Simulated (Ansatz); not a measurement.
# Site preference of a vacancy of Zn in amorphous Hg20Zn15S35 (70 atoms), part 2 of 4

Aim: make a vacancy of Zn at several sites of amorphous Hg20Zn15S35 (70 atoms), relax each, and compare their energies.

Ansatz 0.2.0; Kohn-Sham DFT, PBE, PAW (set soft_2), plane waves.

The cell: 20 Hg, 15 Zn and 35 S. The quench rate of 500 K/ps far exceeds what a furnace or splat quench reaches. The network of bonds at the start is that of the classical potential that made the cell. The Brillouin zone is sampled at Γ only, in a cell whose shortest periodic width is 12 Å. Spin–orbit coupling is left out.

So far. Step 2 (Single point at the start): The r.m.s. force at the start is 0.38 eV/Å. Step 3 (Relaxation): The relaxation converged after 34 steps, 16.8 eV below its start, with a largest force component of 0.049 eV/Å.

## Step 4: Single point at the relaxed geometry

The electronic structure is read at the final geometry, in a run of its own.

Contents of input.yaml:

```yaml
crystal:
  lattice:
    - [11.8242, 0.0, 0.0]
    - [0.0, 11.8242, 0.0]
    - [0.0, 0.0, 11.8242]
  atoms:
    - { symbol: Hg, position: [0.77337, 0.40828, 0.17038] }
    - { symbol: Hg, position: [0.09304, 0.73634, 0.25684] }
    - { symbol: Hg, position: [0.03373, 0.99953, 0.67017] }
    - { symbol: Hg, position: [0.98669, 0.21361, 0.30293] }
    - { symbol: Hg, position: [0.2684, 0.50632, 0.86847] }
    - { symbol: Hg, position: [0.35426, 0.71469, 0.05645] }
    [... 58 atom lines left out ...]
    - { symbol: S, position: [0.5778, 0.8282, 0.07394] }
    - { symbol: S, position: [0.81151, 0.29109, 0.36752] }
    - { symbol: S, position: [0.15209, 0.2034, 0.90245] }
    - { symbol: S, position: [0.83226, 0.13072, 0.86741] }
    - { symbol: S, position: [0.63517, 0.77275, 0.80568] }
    - { symbol: S, position: [0.56959, 0.07051, 0.63822] }
kpoints:
  mp_grid: { grid: [1, 1, 1] }
hamiltonian:
  xc: pbe
scf:
  occupations: { method: fermi_dirac, width: 0.05 }
output:
  forces: true
  stress: true
  populations: true
  dos:
    method: { smearing: { sigma: 0.1 } }
    de: 0.1
    projected: { site_lists: { Hg: [Hg], S: [S], Zn: [Zn] } }
  eigenvalues: true
  write_density: true
  write_potential: true
  volumetric_format: npy
```

Run with:

```bash
$ ansatz run input.yaml --threads 4 --pin off --max-ram 8192MiB --backend cpu --events-out ev --progress --plain --runs-dir out
```

Numbers of over 12 decimals in the logs are rounded to 6 here.

What it wrote:

```text
[...]
Crystal: 70 atoms, lattice volume = 1653.162 Å³
Basis set: ecut = 420 eV, 32423 PW (Γ), exchange–correlation on 160×160×160 points (8 copies of the dense FFT grid, shifted against one another)
Bands: 474, of which v1, the nominal top of the filled ones, is band 395 counted from 1 (394 counted from 0)
Symmetry: 1 space group operations
[...]
k-points: 1
[...]
SCF iter   1: F=—  HF=-357644.028442 eV  |F-HF|=—  |Δ(HF+E_count)|=         —  Δρ=2.30e-3  dr2=2.44e-1  ethr=1.77e-3  ⟨swp⟩=6.0  Hψ=1919  notcnv=0  defer=16
[...]
SCF iter  10: F=-357643.985714 eV  HF=-357643.985714 eV  |F-HF|=5.48e-8  |Δ(HF+E_count)|=   3.05e-7  Δρ=1.26e-6  dr2=4.99e-8  ethr=1.27e-11  ⟨swp⟩=15.0  Hψ=3698  notcnv=0
SCF 1 converged in 10 iterations: F = -357643.985714 eV  dr2 = 4.99e-8
[...]
SCF converged after 10 iterations
Free energy (F): -357643.985714 eV
[...]
Internal energy: -357643.985694 eV  (E = F + TS)
E sigma→0 (E₀):  -357643.985704 eV
Entropy (-TS):   -0.000020 eV (-0.000 meV/atom)
Fermi energy:    7.508329 eV
[...]
--- Forces (eV/Å), atoms counted from 1 ---
  atom   1  Hg     0.00210822     0.01156752     0.01049363
  atom   2  Hg    -0.01077607     0.00788343     0.01439565
  atom   3  Hg     0.01325908    -0.01524952    -0.01990170
  atom   4  Hg    -0.00357949    -0.01821778    -0.01448016
  atom   5  Hg     0.01167479    -0.00790861    -0.00538060
  atom   6  Hg    -0.00041364     0.02140271     0.00618937
  atom   7  Hg     0.02271271    -0.03209490    -0.00265584
  atom   8  Hg     0.00669212    -0.00106851     0.00110919
  atom   9  Hg    -0.00498793     0.01626254     0.00853720
  atom  10  Hg    -0.01986283    -0.00648796     0.00246366
  atom  11  Hg     0.00131115     0.00642777     0.00291182
  atom  12  Hg     0.00171259     0.01068069    -0.01691683
  atom  13  Hg    -0.02029274     0.00437271     0.00257645
  atom  14  Hg    -0.01849478    -0.01222289     0.00607202
[...]
atom  69  S     -0.03212165     0.01789201     0.00664417
  atom  70  S     -0.00391911     0.01728221     0.00290517
  max |Σ_I F_I| component: 2.22e-5 eV/Å
--- Stress (GPa, compression-positive) ---
        2.407587      -0.529493       0.109281
       -0.529493       2.009009       0.565484
        0.109281       0.565484       1.329438
  P = ⅓ Tr σ = 1.9153 GPa (19.153 kbar)
--- Band table (eV) ---
[...]
--- Löwdin populations: 70 sites ---
  site symbol       q [e]
     0     Hg     19.0049
     1     Hg     19.0354
     2     Hg     18.9969
[...]
69      S      6.8607
  spilling = 0.009076 (of n_electrons = 790.000000)
```

The job ended after 41 s (4 threads of Arm Neoverse V1, shared host; peak memory 2.3 GiB).

The run gave:

```
free energy                                      : -357643.9857 eV
free energy per atom                             : -5109.1998 eV/atom
SCF cycles                                       : 10
pressure                                         : 1.915 GPa
r.m.s. force component                           : 0.01439 eV/Å
longest force                                    : 0.05353 eV/Å
Fermi energy                                     : 7.508 eV
gap (highest filled to lowest empty level) : 1.187 eV
spilling of the projection                       : 0.009076
```

Density of states as counts of states in windows of 1 eV (from the Fermi level), total and the larger projections:

```
from (eV)  to (eV)  total   S p  Hg d  Zn d  Hg s   S s
      -14      -13   27.1   0.3   1.4   0.3   1.9  21.4
      -13      -12   30.9   0.4   1.0   0.8   0.6  26.9
      -12      -11    6.1   0.6   0.2   0.1   0.1   4.9
      -11       -9    0.0   0.0   0.0   0.0   0.0   0.0
       -9       -8    7.3   1.5   4.9   0.3   0.3   0.2
       -8       -7  132.2  12.8  74.9  40.8   1.5   1.0
       -7       -6  200.9   6.7  91.7  98.5   1.2   1.8
       -6       -5   37.7  12.5  13.7   2.7   5.2   1.1
       -5       -4   37.4  20.2   4.1   1.9   5.8   1.8
       -4       -3   35.0  26.2   2.0   1.1   2.6   1.0
       -3       -2   47.2  38.8   2.1   1.4   1.7   0.6
       -2       -1   49.7  42.2   2.0   1.4   1.5   0.4
       -1        0   12.7  10.2   0.5   0.3   1.0   0.1
        0        1    5.6   2.2   0.2   0.0   2.1   0.3
        1        2   22.2   8.8   0.5   0.1   6.8   0.9
        2        3   28.5   8.9   0.3   0.1   4.3   0.9
        3        4   33.5   5.6   0.1   0.1   1.2   0.6
        4        5   32.1   3.2   0.1   0.0   0.4   0.3
```

Between -26 and -14 eV lie 6 more states.

The stored curve holds about 630 of the 790 electrons; the rest, give or take the few that broadening carries across the Fermi level, lie in deeper levels below its range.

The levels nearest the highest filled one (over half full), pooled over k-points and spins:

| level less the highest filled one (eV) | occupation |
| --- | --- |
| -0.312 | 2 |
| -0.284 | 2 |
| -0.230 | 2 |
| -0.203 | 2 |
| -0.0918 | 2 |
| 0 | 2 |
| 1.19 | 0 |
| 1.50 | 0 |
| 1.60 | 0 |
| 1.73 | 0 |
| 1.80 | 0 |
| 1.91 | 0 |

Electrostatic potential energy in the ac plane at fractional y = 0.347, with atoms of Hg and Zn and S within 0.2 Å of it. With pseudopotentials it is smooth inside the atoms' cores, unlike the true potential.

Values in eV, 13 rows by 16 columns, each cell a mean:
```
 11  12  12  11  10  11  11   8  -2  -3   0   9   7   1  -4   2
 12  12  11  11  11  11  12  11   7 -22 -28   0 -15 -28  -5  10
 12  12  12  11  10   9  10  10   7  -2  -5   7  -4 -15   2  11
 12  11  10   9   4 -15   0   4 -14  -3   9  11  10  10  11  12
 12  10   2 -10   1  -3   5   5  -8   1  10  12  12  11  11  12
  8   3   1  -9   5  10  11  10   4  -6   5  12  11   9   6   9
-17 -25  -4   9  11  10   7   7 -10 -28 -12  11  10   6  -1   6
 -5 -14   4  11  11   3 -23 -19   3  -3   6  10   1  -2   7   9
 10  11  11  11  11   5 -16 -12   8  12  12  10  -3  -7   8  10
 11  11  11  11  11  11   9   9  11  12  11   9   4   7  10  10
 12  12  10   2  -3   8  10  10  10  10   9  -2 -23  -3  10  11
 11  12   6 -26 -32  -8   9   2 -15  -6   8   5  -4   2  -6   0
  9  12   9 -10 -17   2   9  -7 -32 -22   7  10  10  -2 -27 -22
```
Columns run along a (11.8 Å; values clipped at the 3rd and 97th percentile), rows up along c (11.8 Å). Atoms in or near the plane, at fractional coordinates: Hg at (0.26, 0.09), Zn at (0.42, 0.39), Zn at (0.83, 0.86), S at (0.92, 0.03), S at (0.59, 0.49), S at (0.07, 0.47).

Valence density in the ac plane at fractional y = 0.347, with atoms of Hg and Zn and S within 0.2 Å of it. It is the smooth field of the valence electrons, not physical close to the nuclei.

Ten steps, logarithmic in the rise over the least value, from '0' (0 e/Å³) to '9' (25 e/Å³), each cell a mean:
```
100000000000000123322110000123322
000000000000000001233321112222110
000000000000000001233332226863100
000000000000000001233332237973100
000000000000000001123221113532000
000000000122211112221100001110000
000000001233321234431000000000000
000001111233321235431000000000000
000012332222211123221000000000000
000112442110000011111100000000000
122222221000000012333210000011111
233332100000000013323320000012211
331232100000111123333320001111112
233331000001355322332210112221111
122210000001489621111000123321100
000000000001366410000000123321000
000000000000111100000000112211000
000000000000000000000000111110000
000000000000000000000001233210000
000000123210000000000002455310000
000001367652000112210002344311110
100001578863100245542001122223332
100001367752101367763100001233233
100000133321001257652100000133233
```
Columns run along a (11.8 Å), rows up along c (11.8 Å). Atoms in or near the plane, at fractional coordinates: Hg at (0.26, 0.09), Zn at (0.42, 0.39), Zn at (0.83, 0.86), S at (0.92, 0.03), S at (0.59, 0.49), S at (0.07, 0.47).

Filled and empty levels are parted by 1.19 eV (at Γ alone); a semilocal functional tends to put such gaps too low. In a disordered cell it changes from sample to sample, and tail or defect levels can set it.

## Step 5: Vacancy of Zn, site Zn35

The site has 3 bonded neighbours (S3) at 2.28 Å on average, by cutoffs that count no bonds between two metal atoms or like ions. The change is made in the relaxed cell and the atoms are relaxed again.

Contents of input.yaml:

```yaml
crystal:
  lattice:
    - [11.8242, 0.0, 0.0]
    - [0.0, 11.8242, 0.0]
    - [0.0, 0.0, 11.8242]
  atoms:
    [... atom lines 1 to 31 left out ...]
    - { symbol: Zn, position: [0.75653, 0.94057, 0.10507] }
    - { symbol: Zn, position: [0.97759, 0.53504, 0.04683] }
    - { symbol: Zn, position: [0.97972, 0.71405, 0.49729] }
    - { symbol: S, position: [0.0774, 0.22831, 0.74621] }
    - { symbol: S, position: [0.73599, 0.86366, 0.28247] }
    - { symbol: S, position: [0.58788, 0.67081, 0.53391] }
    - { symbol: S, position: [0.45753, 0.22256, 0.21039] }
    [... atom lines 39 to 69 left out ...]
kpoints:
  mp_grid: { grid: [1, 1, 1] }
hamiltonian:
  xc: pbe
scf:
  occupations: { method: fermi_dirac, width: 0.05 }
output:
  forces: true
  eigenvalues: true
relax:
  f_tol: 0.05
  max_steps: 90
```

What it wrote:

```text
[...]
Crystal: 69 atoms, lattice volume = 1653.162 Å³
Basis set: ecut = 420 eV, 32423 PW (Γ), exchange–correlation on 160×160×160 points (8 copies of the dense FFT grid, shifted against one another)
Bands: 467, of which v1, the nominal top of the filled ones, is band 389 counted from 1 (388 counted from 0)
Symmetry: 1 space group operations
[...]
k-points: 1
[...]
SCF iter   1: F=—  HF=-354322.194028 eV  |F-HF|=—  |Δ(HF+E_count)|=         —  Δρ=6.91e-3  dr2=2.87e0  ethr=1.77e-3  ⟨swp⟩=6.0  Hψ=1891  notcnv=0  defer=16
[...]
SCF iter   9: F=-354321.941730 eV  HF=-354321.941775 eV  |F-HF|=4.49e-5  |Δ(HF+E_count)|=   2.02e-5  Δρ=3.56e-5  dr2=4.93e-5  ethr=8.03e-9  ⟨swp⟩=9.0  Hψ=2101  notcnv=0
SCF 1 converged in 9 iterations: F = -354321.941730 eV  dr2 = 4.93e-5
[...]
relax step   1: F+E_penalty+E_count = -354321.94172993 eV  Δ(F+E_penalty+E_count) = +0.000e0 eV  max|allowed force component| = 6.228e-1 eV/Å  Δτ_max = 0.0000 Å  (9 SCF iters, dr2 threshold 6.25e-5 eV, accepted)
[...]
relax step   2: F+E_penalty+E_count = -354322.26210018 eV  Δ(F+E_penalty+E_count) = -3.204e-1 eV  max|allowed force component| = 3.154e-1 eV/Å  Δτ_max = 0.1949 Å  (7 SCF iters, dr2 threshold 2.42e-5 eV, accepted)
[...]
relax step   3: F+E_penalty+E_count = -354322.43823995 eV  Δ(F+E_penalty+E_count) = -1.761e-1 eV  max|allowed force component| = 2.075e-1 eV/Å  Δτ_max = 0.1979 Å  (9 SCF iters, dr2 threshold 6.22e-6 eV, accepted)
relax step   4: F+E_penalty+E_count = -354322.59478160 eV  Δ(F+E_penalty+E_count) = -1.565e-1 eV  max|allowed force component| = 1.840e-1 eV/Å  Δτ_max = 0.1923 Å  (8 SCF iters, dr2 threshold 1.10e-5 eV, accepted)
relax step   5: F+E_penalty+E_count = -354322.78359703 eV  Δ(F+E_penalty+E_count) = -1.888e-1 eV  max|allowed force component| = 1.827e-1 eV/Å  Δτ_max = 0.1952 Å  (7 SCF iters, dr2 threshold 1.46e-5 eV, accepted)
relax step   6: F+E_penalty+E_count = -354322.95452466 eV  Δ(F+E_penalty+E_count) = -1.709e-1 eV  max|allowed force component| = 2.187e-1 eV/Å  Δτ_max = 0.1952 Å  (7 SCF iters, dr2 threshold 2.62e-5 eV, accepted)
relax step   7: F+E_penalty+E_count = -354323.06158924 eV  Δ(F+E_penalty+E_count) = -1.071e-1 eV  max|allowed force component| = 1.738e-1 eV/Å  Δτ_max = 0.1949 Å  (7 SCF iters, dr2 threshold 4.72e-5 eV, accepted)
relax step   8: F+E_penalty+E_count = -354323.16648886 eV  Δ(F+E_penalty+E_count) = -1.049e-1 eV  max|allowed force component| = 1.625e-1 eV/Å  Δτ_max = 0.2000 Å  (7 SCF iters, dr2 threshold 1.91e-5 eV, accepted)
relax step   9: F+E_penalty+E_count = -354323.27253079 eV  Δ(F+E_penalty+E_count) = -1.060e-1 eV  max|allowed force component| = 1.385e-1 eV/Å  Δτ_max = 0.1949 Å  (7 SCF iters, dr2 threshold 1.67e-5 eV, accepted)
relax step  10: F+E_penalty+E_count = -354323.37305185 eV  Δ(F+E_penalty+E_count) = -1.005e-1 eV  max|allowed force component| = 1.578e-1 eV/Å  Δτ_max = 0.1950 Å  (7 SCF iters, dr2 threshold 1.39e-5 eV, accepted)
relax step  11: F+E_penalty+E_count = -354323.46108826 eV  Δ(F+E_penalty+E_count) = -8.804e-2 eV  max|allowed force component| = 1.651e-1 eV/Å  Δτ_max = 0.1909 Å  (6 SCF iters, dr2 threshold 1.81e-5 eV, accepted)
relax step  12: F+E_penalty+E_count = -354323.55073404 eV  Δ(F+E_penalty+E_count) = -8.965e-2 eV  max|allowed force component| = 1.362e-1 eV/Å  Δτ_max = 0.1951 Å  (6 SCF iters, dr2 threshold 2.73e-5 eV, accepted)
relax step  13: F+E_penalty+E_count = -354323.64087885 eV  Δ(F+E_penalty+E_count) = -9.014e-2 eV  max|allowed force component| = 1.299e-1 eV/Å  Δτ_max = 0.1952 Å  (7 SCF iters, dr2 threshold 1.26e-5 eV, accepted)
relax step  14: F+E_penalty+E_count = -354323.73355668 eV  Δ(F+E_penalty+E_count) = -9.268e-2 eV  max|allowed force component| = 1.556e-1 eV/Å  Δτ_max = 0.1957 Å  (7 SCF iters, dr2 threshold 1.15e-5 eV, accepted)
relax step  15: F+E_penalty+E_count = -354323.81664629 eV  Δ(F+E_penalty+E_count) = -8.309e-2 eV  max|allowed force component| = 1.206e-1 eV/Å  Δτ_max = 0.1927 Å  (7 SCF iters, dr2 threshold 2.20e-5 eV, accepted)
relax step  16: F+E_penalty+E_count = -354323.87630305 eV  Δ(F+E_penalty+E_count) = -5.966e-2 eV  max|allowed force component| = 1.055e-1 eV/Å  Δτ_max = 0.1945 Å  (7 SCF iters, dr2 threshold 8.75e-6 eV, accepted)
relax step  17: F+E_penalty+E_count = -354323.92162084 eV  Δ(F+E_penalty+E_count) = -4.532e-2 eV  max|allowed force component| = 1.170e-1 eV/Å  Δτ_max = 0.1479 Å  (7 SCF iters, dr2 threshold 6.69e-6 eV, accepted)
relax step  18: F+E_penalty+E_count = -354323.97203978 eV  Δ(F+E_penalty+E_count) = -5.042e-2 eV  max|allowed force component| = 1.166e-1 eV/Å  Δτ_max = 0.1529 Å  (7 SCF iters, dr2 threshold 1.05e-5 eV, accepted)
relax step  19: F+E_penalty+E_count = -354324.01250591 eV  Δ(F+E_penalty+E_count) = -4.047e-2 eV  max|allowed force component| = 9.402e-2 eV/Å  Δτ_max = 0.1592 Å  (7 SCF iters, dr2 threshold 1.35e-5 eV, accepted)
relax step  20: F+E_penalty+E_count = -354324.04453525 eV  Δ(F+E_penalty+E_count) = -3.203e-2 eV  max|allowed force component| = 9.535e-2 eV/Å  Δτ_max = 0.1209 Å  (7 SCF iters, dr2 threshold 5.75e-6 eV, accepted)
relax step  21: F+E_penalty+E_count = -354324.08441416 eV  Δ(F+E_penalty+E_count) = -3.988e-2 eV  max|allowed force component| = 1.084e-1 eV/Å  Δτ_max = 0.1938 Å  (7 SCF iters, dr2 threshold 5.91e-6 eV, accepted)
relax step  22: F+E_penalty+E_count = -354324.12871393 eV  Δ(F+E_penalty+E_count) = -4.430e-2 eV  max|allowed force component| = 1.394e-1 eV/Å  Δτ_max = 0.1959 Å  (6 SCF iters, dr2 threshold 1.18e-5 eV, accepted)
relax step  23: F+E_penalty+E_count = -354324.18234127 eV  Δ(F+E_penalty+E_count) = -5.363e-2 eV  max|allowed force component| = 1.839e-1 eV/Å  Δτ_max = 0.1905 Å  (6 SCF iters, dr2 threshold 1.94e-5 eV, accepted)
relax step  24: F+E_penalty+E_count = -354324.25240992 eV  Δ(F+E_penalty+E_count) = -7.007e-2 eV  max|allowed force component| = 1.826e-1 eV/Å  Δτ_max = 0.1955 Å  (6 SCF iters, dr2 threshold 3.38e-5 eV, accepted)
relax step  25: F+E_penalty+E_count = -354324.34463906 eV  Δ(F+E_penalty+E_count) = -9.223e-2 eV  max|allowed force component| = 1.540e-1 eV/Å  Δτ_max = 0.1955 Å  (6 SCF iters, dr2 threshold 3.29e-5 eV, accepted)
relax step  26: F+E_penalty+E_count = -354324.42666935 eV  Δ(F+E_penalty+E_count) = -8.203e-2 eV  max|allowed force component| = 1.307e-1 eV/Å  Δτ_max = 0.1948 Å  (7 SCF iters, dr2 threshold 1.69e-5 eV, accepted)
relax step  27: F+E_penalty+E_count = -354324.48540430 eV  Δ(F+E_penalty+E_count) = -5.873e-2 eV  max|allowed force component| = 7.993e-2 eV/Å  Δτ_max = 0.2000 Å  (7 SCF iters, dr2 threshold 1.21e-5 eV, accepted)
relax step  28: F+E_penalty+E_count = -354324.49493114 eV  Δ(F+E_penalty+E_count) = -9.527e-3 eV  max|allowed force component| = 2.634e-1 eV/Å  Δτ_max = 0.1207 Å  (10 SCF iters, accepted)
relax step  29: F+E_penalty+E_count = -354324.44406734 eV  Δ(F+E_penalty+E_count) = +5.086e-2 eV  max|allowed force component| = 2.766e-1 eV/Å  Δτ_max = 0.2000 Å  (7 SCF iters, dr2 threshold 2.60e-5 eV, rejected (line search))
relax step  30: F+E_penalty+E_count = -354324.51559724 eV  Δ(F+E_penalty+E_count) = -2.067e-2 eV  max|allowed force component| = 1.792e-1 eV/Å  Δτ_max = 0.0836 Å  (10 SCF iters, accepted)
relax step  31: F+E_penalty+E_count = -354324.50312401 eV  Δ(F+E_penalty+E_count) = +1.247e-2 eV  max|allowed force component| = 2.025e-1 eV/Å  Δτ_max = 0.1000 Å  (6 SCF iters, dr2 threshold 1.49e-5 eV, rejected (line search))
relax step  32: F+E_penalty+E_count = -354324.52442899 eV  Δ(F+E_penalty+E_count) = -8.832e-3 eV  max|allowed force component| = 5.101e-2 eV/Å  Δτ_max = 0.0470 Å  (9 SCF iters, accepted)
[...]
relax step  33: F+E_penalty+E_count = -354324.52523492 eV  Δ(F+E_penalty+E_count) = -8.059e-4 eV  max|allowed force component| = 3.707e-2 eV/Å  Δτ_max = 0.0248 Å  (7 SCF iters, accepted)
SCF converged after 7 iterations
Free energy (F): -354324.525235 eV
[...]
Internal energy: -354324.525231 eV  (E = F + TS)
E sigma→0 (E₀):  -354324.525233 eV
Entropy (-TS):   -0.000004 eV (-0.000 meV/atom)
Fermi energy:    7.400641 eV
[...]
--- Forces (eV/Å), atoms counted from 1 ---
  atom   1  Hg    -0.00877732     0.00657619    -0.00580148
  atom   2  Hg     0.00288909     0.00121313     0.00245330
  atom   3  Hg    -0.00743377    -0.00101004    -0.00169276
  atom   4  Hg    -0.00416709    -0.00093075    -0.00499359
  atom   5  Hg    -0.00322682    -0.00818979     0.00198320
  atom   6  Hg     0.03262309     0.00275117    -0.02648709
  atom   7  Hg    -0.00007310     0.00139843     0.00093718
  atom   8  Hg     0.00445839    -0.00272422    -0.01085843
  atom   9  Hg     0.00057284     0.00086260    -0.00315498
  atom  10  Hg     0.00957594    -0.00235939     0.00476638
  atom  11  Hg     0.00225545     0.00310354    -0.00154507
  atom  12  Hg    -0.00345618    -0.00001830    -0.00200555
  atom  13  Hg     0.00456192     0.00291170     0.00224187
  atom  14  Hg    -0.00004507    -0.00166712    -0.00412970
[...]
atom  68  S     -0.00351238    -0.00373985    -0.01090236
  atom  69  S     -0.00155004    -0.00320916     0.00056713
  max |Σ_I F_I| component: 4.00e-5 eV/Å
--- Band table (eV) ---
[...]
--- Relaxed structure (33 steps of the walk, 31 accepted, 0 SCFs on fresh bases) ---
  F+E_penalty+E_count = -354324.52523492 eV   max|allowed force component| = 3.707e-2 eV/Å
  atoms:
    - { symbol: Hg, position: [0.780230, 0.393333, 0.177555] }
    - { symbol: Hg, position: [0.141813, 0.843026, 0.235005] }
    - { symbol: Hg, position: [0.041263, 1.006374, 0.668498] }
    - { symbol: Hg, position: [0.974846, 0.191011, 0.301576] }
[...]
- { symbol: S, position: [0.619209, 0.063404, 0.635295] }
```

It took 14 min on 4 threads; peak memory 2.4 GiB; 56 min of CPU time.

The relaxation converged after 33 steps, 2.58 eV below its start, with a largest force component of 0.037 eV/Å.

The surroundings of the place of the removed atom, after relaxation: 12 atoms, nearest first, with positions taken from that point. Atoms keep their numbers of the cell before the removal, where the removed atom was number 35.

| atom | x | y | z | distance (Å) | bonds |
| --- | --- | --- | --- | --- | --- |
| S53 | -0.88 | 1.38 | 0.08 | 1.64 | 3 |
| Hg16 | 0.28 | -1.34 | 1.23 | 1.84 | 1 |
| Hg18 | 2.38 | 0.67 | -0.94 | 2.64 | 3 |
| S49 | -0.68 | -1.97 | -1.64 | 2.65 | 2 |
| Hg14 | -1.83 | 0.19 | -1.98 | 2.70 | 3 |
| S70 | 2.29 | 0.13 | 1.44 | 2.71 | 3 |
| Zn23 | 0.05 | 3.12 | -1.19 | 3.34 | 4 |
| Zn25 | -2.40 | 2.61 | 1.26 | 3.76 | 4 |
| Hg8 | -1.64 | -3.20 | 1.13 | 3.77 | 2 |
| S41 | 1.83 | 0.69 | -3.35 | 3.88 | 2 |
| Hg19 | 2.03 | 2.65 | 2.11 | 3.95 | 3 |
| S39 | 0.27 | 2.07 | -3.45 | 4.03 | 3 |

The column of bonds counts only the pairs S-S within 2.37 Å, S-Hg within 2.98 Å, S-Zn within 2.88 Å; other neighbours, such as metal atoms beside each other in a compound, aren't counted, and periodic images can show an atom twice.

The largest move is 2.08 Å, by Hg10.

[end of part 2 of 4]

[Logs are printed without paths, hosts, clocks, repeated set-up lines and the standing remarks that a program may print on its own settings, such as how far it seeks lower states.]

[Hosts, paths, dates, database ids (printed as entryN), source tags and the programs' standing remarks are cut or masked in the printed files.]
